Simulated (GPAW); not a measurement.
## Core-hole calculation of the Ru L₃ edge in Al2Ru (I4/mmm)

Aim: the dependence of the Ru L₃ near-edge features of Al2Ru (I4/mmm) on volume.

Method: X-ray absorption from dipole matrix elements to empty bands, plane-wave PAW LDA, in GPAW 26.7.0.

## 1. The structure

Symmetry: I4/mmm, No. 139, tetragonal system. Conventional cell: a = 3.121 Å, b = 3.121 Å, c = 8.444 Å, α = 90.00°, β = 90.00°, γ = 90.00°. Nearest to Ru lie 10 Al at 2.58 to 2.88 Å. Nearest to Al lie 5 Ru at 2.58 to 2.88 Å and 5 Al at 2.69 Å. Farther neighbours are not listed.

Coordinates:

```cif
data_structure
_symmetry_space_group_name_H-M 'P 1'
_symmetry_Int_Tables_number 1
_cell_length_a 4.7638
_cell_length_b 4.7638
_cell_length_c 4.7638
_cell_angle_alpha 141.758
_cell_angle_beta 141.758
_cell_angle_gamma 55.193
_cell_volume 41.12
loop_
_atom_site_label
_atom_site_type_symbol
_atom_site_fract_x
_atom_site_fract_y
_atom_site_fract_z
_atom_site_occupancy
Ru1 Ru 0.00000 0.00000 0.00000 1
Al2 Al 0.34080 0.34080 0.00000 1
Al3 Al 0.65920 0.65920 0.00000 1
```

## 2. Ground state of the crystal

The ground state comes first: it tells whether the system has a gap, which decides how the excited electron is treated.

The input, scf.py:

```python
import numpy as np
from ase import Atoms
from ase.parallel import parprint, paropen
from gpaw import GPAW, PW, FermiDirac, Mixer, MixerDif, setup_paths
from gpaw.test import gen
setup_paths.insert(0, '.')
gen('Ru', name='nch2p', xcname='LDA', corehole=(2, 1, 0), write_xml=True)
from gpaw.mpi import world
world.barrier()

atoms = Atoms('RuAl2',
    cell=[[-1.56042162, 1.56042162, 4.22180559],
     [1.56042162, -1.56042162, 4.22180559],
     [1.56042162, 1.56042162, -4.22180559]],
    scaled_positions=[[0, 0, 0],
     [0.34079781, 0.34079781, 0],
     [0.65920219, 0.65920219, 0]],
    pbc=True)
atoms.calc = calc = GPAW(legacy_gpaw=True, mode=PW(430), xc='LDA', setups={0: 'nch2p'},
    kpts={'size': (11, 11, 11), 'gamma': True}, occupations=FermiDirac(0.05),
    charge=0, mixer=Mixer(0.1, 5, 50), maxiter=150,
    convergence={'density': 0.0001}, txt='scf.txt')
energy = atoms.get_potential_energy() + calc.get_reference_energy()
ef = calc.get_fermi_level()
out = dict(energy=energy, fermi=ef, forces=atoms.get_forces().tolist())
parprint(f'all-electron energy {energy:.4f} eV, Fermi level {ef:.4f} eV')
ev = np.array([[calc.get_eigenvalues(k, s) for k in range(len(calc.get_ibz_k_points()))] for s in range(calc.get_number_of_spins())])
out['homo'], out['lumo'], out['counts'] = ev[ev < ef].max(), ev[ev > ef].min(), sorted(set((ev < ef).sum((0, 2)).tolist()))
out['filled'] = (ev[:, 0] < ef).sum(1).tolist()
import json
with paropen('out.json', 'w') as f:
    json.dump(out, f)
```

Launch:

```
$ OMP_NUM_THREADS=1 mpirun -n 2 gpaw python scf.py
```

Numbers of over 12 decimals in the logs are rounded to 6 here.

The program printed:

```text
Input parameters:
  convergence: {density: 0.0001}
  kpts: {gamma: True,
         size: (11, 11, 11)}
  maxiter: 150
  mixer: {backend: pulay,
          beta: 0.1,
          method: separate,
          nmaxold: 5,
          weight: 50}
  mode: {ecut: 430.0,
         name: pw}
  occupations: {fixmagmom: False,
                name: fermi-dirac,
                width: 0.05}
  setups: {0: nch2p}

Initialize ...

[... PAW data sets ...]

Reference energy: -136280.257570  # eV

Spin-paired calculation

[... convergence settings ...]
Symmetries present (total): 16
  [... symmetry matrices ...]

1331 k-points: 11 x 11 x 11 Monkhorst-Pack grid
126 k-points in the irreducible part of the Brillouin zone
       k-points in crystal coordinates                weights
   0:     0.00000000    0.00000000    0.00000000          1/1331
   1:     0.09090909   -0.09090909    0.00000000          4/1331
   2:     0.09090909   -0.09090909    0.09090909          4/1331
   3:     0.09090909    0.00000000    0.00000000          8/1331
   4:     0.09090909    0.09090909   -0.09090909          2/1331
   5:     0.18181818   -0.18181818    0.00000000          4/1331
   6:     0.18181818   -0.18181818    0.09090909          8/1331
   7:     0.18181818   -0.18181818    0.18181818          4/1331
   8:     0.18181818   -0.09090909    0.00000000         16/1331
   9:     0.18181818   -0.09090909    0.09090909          8/1331
          ...
 125:     0.45454545    0.45454545    0.45454545          8/1331

Wave functions: Plane wave expansion
  Cutoff energy: 430.000 eV
  Number of coefficients (min, max): 803, 862
  Pulay-stress correction: 0.000000 eV/Ang^3 (de/decut=0.000000)
  Using FFTW library
  Wavefunction extrapolation:
    Improved wavefunction reuse through dual PAW basis

Occupation numbers: Fermi-Dirac:
  width: 0.0500  # eV

Eigensolver
   Davidson(niter=2)

Densities:
  Coarse grid: 24*24*24 grid
  Fine grid: 48*48*48 grid
  Total Charge: 0.000000

Density mixing:
  Method: separate
  Backend: pulay
  Linear mixing parameter: 0.1
  old densities: 5
  Width of damping distribution: 1.1
  Damping of long wavelength oscillations: 50

[... Hamiltonian set-up ...]
Number of atoms: 3
Number of atomic orbitals: 21
Number of bands in calculation: 18
Number of valence electrons: 22
Bands to converge: occupied

... initialized

Initializing position-dependent things.

Density initialized from atomic densities
Creating initial wave functions:
  18 bands from LCAO basis set

       Al

       Al

       Ru

Atomic positions and initial magnetic moments

Positions:
   0 Ru     0.000000    0.000000    0.000000    ( 0.0000,  0.0000,  0.0000)
   1 Al    -0.000000    0.000000    2.877564    ( 0.0000,  0.0000,  0.0000)
   2 Al     0.000000   -0.000000    5.566047    ( 0.0000,  0.0000,  0.0000)

Unit cell:
           periodic     x           y           z      points  spacing
  1. axis:    yes   -1.560422    1.560422    4.221806    24     0.1220
  2. axis:    yes    1.560422   -1.560422    4.221806    24     0.1220
  3. axis:    yes    1.560422    1.560422   -4.221806    24     0.0919

  Lengths:   4.763767   4.763767   4.763767
  Angles:  141.758456 141.758456  55.192812

Effective grid spacing dv^(1/3) = 0.1438

iter:   1   -22.347479
iter:   2   -21.721240   -1.74  -1.11
iter:   3   -21.356880   -1.53  -1.18
iter:   4   -21.434825   -1.95  -1.33
iter:   5   -21.383970   -1.38  -1.40
iter:   6   -21.246012   -2.34  -1.70
iter:   7   -21.238914   -3.05  -2.21
iter:   8   -21.238827c  -4.51  -2.85
iter:   9   -21.238657c  -4.58  -2.90
iter:  10   -21.238631c  -5.56  -3.35
iter:  11   -21.238631c  -7.31  -4.02c
iter:  12   -21.238629c  -7.69c -4.08c

Converged after 12 iterations.

Dipole moment: (0.000000, -0.000000, -0.000000) |e|*Ang

Energy contributions relative to reference atoms: (reference = -136280.257570)

Kinetic:        +11.356325
Potential:       -9.191643
External:        +0.000000
XC:             -23.185801
Entropy (-ST):   -0.002425
Local:           -0.216297
SIC:             +0.000000
--------------------------
Free energy:    -21.239841
Extrapolated:   -21.238629

Showing only first 2 kpts
 Kpt  Band  Eigenvalues  Occupancy
  0     9      7.92069    2.00000
  0    10      8.96517    2.00000
  0    11     12.25975    0.00000
  0    12     15.98038    0.00000

  1     9      8.61625    2.00000
  1    10      8.96954    2.00000
  1    11     12.21426    0.00000
  1    12     13.82951    0.00000

Fermi level: 9.86531

No gap
No difference between direct/indirect transitions

Forces in eV/Ang:
  0 Ru   -0.00000    0.00000    0.00000
  1 Al    0.00000    0.00000    0.11232
  2 Al    0.00000    0.00000   -0.11232
Scalar-relativistic atomic LDA calculation for Ru (Ruthenium, Z=44)
Core hole in 2p state (2p occupation: 6.0)
750 radial gridpoints.
|------------------------------------------------|
|------------------------------------------------|
[... the atom generator's iteration count ...]

Energy contributions:
-------------------------
Kinetic:    +4674.876294
XC:          -128.825660
Potential:  -9070.752715
-------------------------
Total:      -4524.702080

state      eigenvalue         ekin         rmax
-----------------------------------------------
1s^2.0 :  -804.433483  1020.166156        0.022
2s^2.0 :  -115.720814   207.969246        0.123
2p^6.0 :  -103.782336   199.798902        0.098
3s^2.0 :   -20.358869    56.049526        0.362
3p^6.0 :   -16.424550    52.021510        0.355
3d^10.0:   -10.050836    46.389865        0.301
4s^2.0 :    -2.807098    13.440031        0.913
4p^6.0 :    -1.710171    10.966694        0.981
4d^7.0 :    -0.198508     5.388743        1.215
5s^1.0 :    -0.165642     1.283890        2.718
5p^0.0 :    -0.037961     0.524489        3.837
-----------------------------------------------
(units: Bohr and Hartree)

Generating PAW setup
Kinetic energy of the core from tauc = 4641.861885658255
Cutoffs:
rc(s)=2.420
rc(p)=2.430
rc(d)=2.370
rc(vbar)=2.420
rc(comp)=2.330
rc(nct)=2.430

Kinetic energy of the core states: 4543.190974
Charge: 0.0
Core electrons: 28.0
Valence electrons: 16.0
Pseudo-core charge: 0.000090
Shape function alpha=1.842
Pseudo-electron charge 6.840372
state    eigenvalue         norm
--------------------------------
4s(2) :    -2.807098     0.265815
5s(1) :    -0.165642     1.006927
4p(6) :    -1.710171     0.232766
5p(0) :    -0.037961     0.989362
4d(7) :    -0.198508     0.557875
*d    :     0.801492
--------------------------------

Diagonalizing with gridspacing h=0.050

state   all-electron     PAW
-------------------------------
4s:      -2.807098    -2.807664
4p:      -1.710171    -1.710635
4d:      -0.198508    -0.199753
*f:                    0.068975
-------------------------------
all-electron energy -136301.4962 eV, Fermi level 9.8653 eV
```

Elapsed: 66 s, on 2 MPI ranks of Intel Xeon Platinum 8259CL at 2.50GHz (Skylake/Cascade Lake), shared host; peak memory 0.21 GiB; 2.2 min of CPU time.

The mesh shows no gap, so the system is treated as a metal and the core electron is put at the Fermi level (neutral cell).

## 3. Reference energy of the supercell

The photon energy needs a difference of total energies, so the cell and mesh of the coming hole run are first run without a hole.

scf.py: that of step 2 with these lines changed.

```diff
@@ -10,12 +10,24 @@
 
-atoms = Atoms('RuAl2',
-    cell=[[-1.56042162, 1.56042162, 4.22180559],
-     [1.56042162, -1.56042162, 4.22180559],
-     [1.56042162, 1.56042162, -4.22180559]],
+atoms = Atoms('Ru5Al10',
+    cell=[[1.56042162, 4.68126486, -4.22180559],
+     [4.68126486, -1.56042162, -4.22180559],
+     [-1.56042162, -4.68126486, -4.22180559]],
     scaled_positions=[[0, 0, 0],
-     [0.34079781, 0.34079781, 0],
-     [0.65920219, 0.65920219, 0]],
+     [0.2, 0.4, 0.4],
+     [0.6, 0.2, 0.2],
+     [0.4, 0.8, 0.8],
+     [0.8, 0.6, 0.6],
+     [0.65920219, 0, 0.65920219],
+     [0.85920219, 0.4, 0.05920219],
+     [0.25920219, 0.2, 0.85920219],
+     [0.05920219, 0.8, 0.45920219],
+     [0.45920219, 0.6, 0.25920219],
+     [0.34079781, 0, 0.34079781],
+     [0.54079781, 0.4, 0.74079781],
+     [0.94079781, 0.2, 0.54079781],
+     [0.74079781, 0.8, 0.14079781],
+     [0.14079781, 0.6, 0.94079781]],
     pbc=True)
 atoms.calc = calc = GPAW(legacy_gpaw=True, mode=PW(430), xc='LDA', setups={0: 'nch2p'},
-    kpts={'size': (11, 11, 11), 'gamma': True}, occupations=FermiDirac(0.05),
+    kpts={'size': (4, 4, 4), 'gamma': True}, occupations=FermiDirac(0.1),
     charge=0, mixer=Mixer(0.1, 5, 50), maxiter=150,
```

The program printed:

```text
Input parameters:
  convergence: {density: 0.0001}
  kpts: {gamma: True,
         size: (4, 4, 4)}
  maxiter: 150
  mixer: {backend: pulay,
          beta: 0.1,
          method: separate,
          nmaxold: 5,
          weight: 50}
  mode: {ecut: 430.0,
         name: pw}
  occupations: {fixmagmom: False,
                name: fermi-dirac,
                width: 0.1}
  setups: {0: nch2p}

Initialize ...

[...]
5s(1) :    -0.165642     1.006927
4p(6) :    -1.710171     0.232766
5p(0) :    -0.037961     0.989362
4d(7) :    -0.198508     0.557875
*d    :     0.801492
--------------------------------

Diagonalizing with gridspacing h=0.050

state   all-electron     PAW
-------------------------------
4s:      -2.807098    -2.807664
4p:      -1.710171    -1.710635
4d:      -0.198508    -0.199753
*f:                    0.068975
-------------------------------
all-electron energy -681507.4842 eV, Fermi level 9.8448 eV
[key lines of the parts left out:]
Converged after 18 iterations.
Dipole moment: (-0.000000, 0.000000, -0.000000) |e|*Ang
Free energy:   -106.231778
Fermi level: 9.84479
```

Run time: 90 s. Hardware: 2 MPI ranks; peak memory 0.34 GiB; 3 min of CPU time.

Reference energy: -681507.484 eV with the cores included.

(Continued in part 2 of 3.)

[Banner, clock and machine lines of the logs are left out without a mark of their own.]

[Logs are printed without paths, hosts, clocks, repeated set-up lines and the standing remarks that a program may print on its own settings, such as how far it seeks lower states.]

[Hosts, paths, dates, database ids (printed as entryN), source tags and the programs' standing remarks are cut or masked in the printed files.]

[Lists of maxima count a maximum above −3 eV only where it reaches 4 % of the highest in the window and stands out from its surroundings by 2 % of it (1.5 % where it reaches 55 %); shoulders and weaker maxima are passed over, and of the rest the first, up to two pre-edge ones and the few strongest are named.]
